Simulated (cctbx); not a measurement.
# Accept or mend?

Cell a = 13.7430 Å, b = 8.5250 Å, c = 14.3100 Å, α = 90.00°, β = 90.00°, γ = 90.00°; space group Amm2 (no. 38). The compound is RbBa14Al.

Simulated single-crystal data (cctbx): Mo Kα, λ = 0.71073 Å, to d = 0.7 Å, 70 % of the full sphere, strongest reflection 70000 counts, noise from counting, a 4 % proportional error and a noise floor of 8 counts (s.d.); no absorption.

An anisotropic refinement with weights 1/σ² prints:

```text
Rint 0.031, 2747 unique reflections to 0.70 A
cycle     R1     wR2    GooF  max shift (A)
   1  0.0422  0.1074   2.383   0.00273
   2  0.0238  0.0616   1.367   0.00010
final R1 0.0238 wR2 0.0616 GooF 1.367  parameters 49  data/parameter 56.1
atom        x        y        z      Ueq    occ   su(xyz)  su(Uiso or U11)
Ba1    0.76388  0.50000  0.33708   0.0070  1.000  0.00003  0.0001
Ba2    0.74352  0.50000  0.82642   0.0077  1.000  0.00003  0.0002
Ba3    0.76072  0.76853  0.08167   0.0089  1.000  0.00004  0.0001
Ba4    0.00000  0.74578  0.91974   0.0065  1.000  0.00004  0.0002
Ba5    0.50000  0.76766  0.91803   0.0115  1.000  0.00006  0.0002
Ba6    0.00000  0.50000  0.16591   0.0113  1.000  0.00005  0.0003
Ba7    0.00000  0.50000  0.66662   0.0087  1.000  0.00005  0.0002
Cu1    0.50000  0.50000  0.16746  -0.0026  1.000  0.00008  0.0004  NPD
Al1    0.50000  0.50000  0.65427   0.0201  1.000  0.00042  0.0016
difference map: max 3.55 min -1.43 rms 0.21
Q1    0.5000  0.0000  0.6867    2    3.56  0.28 A from Cu1
Q2    0.2507  0.0000  0.3063    4    1.42  0.30 A from Ba2
Q3    0.2499  0.2446  0.0829    8    1.23  0.18 A from Ba3
Q4    0.5000  0.2453  0.9217    4    1.04  0.12 A from Ba5
Q5    0.5000  0.0000  0.5378    2    1.04  1.86 A from Cu1
Q6    0.2442  0.0000  0.8250    4    1.02  0.21 A from Ba1
```

**Question.** Can this result stand? If not, what is the likely fault?

Mend it. The fault: wrong element: Cu1 is Rb. Against the right model at the same level, R1 goes from 0.0174 to 0.0238 and GooF from 0.94 to 1.37, U of Cu1 shrinks from 0.0092 to -0.0026 Å², the top difference peak, 3.6 e/Å³, lies on Cu1 and Cu1 goes non-positive-definite. Cu1 has 8 electrons too few and its U shrinks to make up, as expected.

The compound is RbBa14Al. The right model at the same level gives:

```text
Rint 0.031, 2747 unique reflections to 0.70 A
cycle     R1     wR2    GooF  max shift (A)
   1  0.0189  0.0469   1.042   0.00953
   2  0.0174  0.0425   0.943   0.00018
final R1 0.0174 wR2 0.0425 GooF 0.943  parameters 49  data/parameter 56.1
atom        x        y        z      Ueq    occ   su(xyz)  su(Uiso or U11)
Ba1    0.76381  0.50000  0.33704   0.0073  1.000  0.00002  0.0001
Ba2    0.74351  0.50000  0.82645   0.0080  1.000  0.00002  0.0001
Ba3    0.76072  0.76842  0.08167   0.0091  1.000  0.00003  0.0001
Ba4    0.00000  0.74581  0.91975   0.0069  1.000  0.00003  0.0001
Ba5    0.50000  0.76753  0.91808   0.0118  1.000  0.00004  0.0001
Ba6    0.00000  0.50000  0.16591   0.0116  1.000  0.00003  0.0002
Ba7    0.00000  0.50000  0.66661   0.0089  1.000  0.00003  0.0002
Rb1    0.50000  0.50000  0.16739   0.0092  1.000  0.00005  0.0003
Al1    0.50000  0.50000  0.65359   0.0205  1.000  0.00028  0.0011
Flack x: -0.036(14)
Hooft y: -0.032(15)  Bijvoet pairs: 1296
difference map: max 0.87 min -0.77 rms 0.15
Q1    0.2530  0.0000  0.2068    4    0.88  1.71 A from Ba2
Q2    0.5000  0.0000  0.5459    2    0.88  1.74 A from Rb1
Q3    0.5000  0.0000  0.4518    2    0.83  2.33 A from Ba5
Q4    0.2364  0.0000  0.4388    4    0.76  1.63 A from Ba2
Q5    0.5000  0.0000  0.0582    2    0.73  1.36 A from Al1
Q6    0.2718  0.0000  0.0492    4    0.73  2.08 A from Ba3
```

This is a model crystal, built by substitution and not relaxed, with assumed displacement parameters.

[Middle refinement cycles are left out of these outputs.]

[Logs are printed without paths, hosts, clocks, repeated set-up lines and the standing remarks that a program may print on its own settings, such as how far it seeks lower states.]
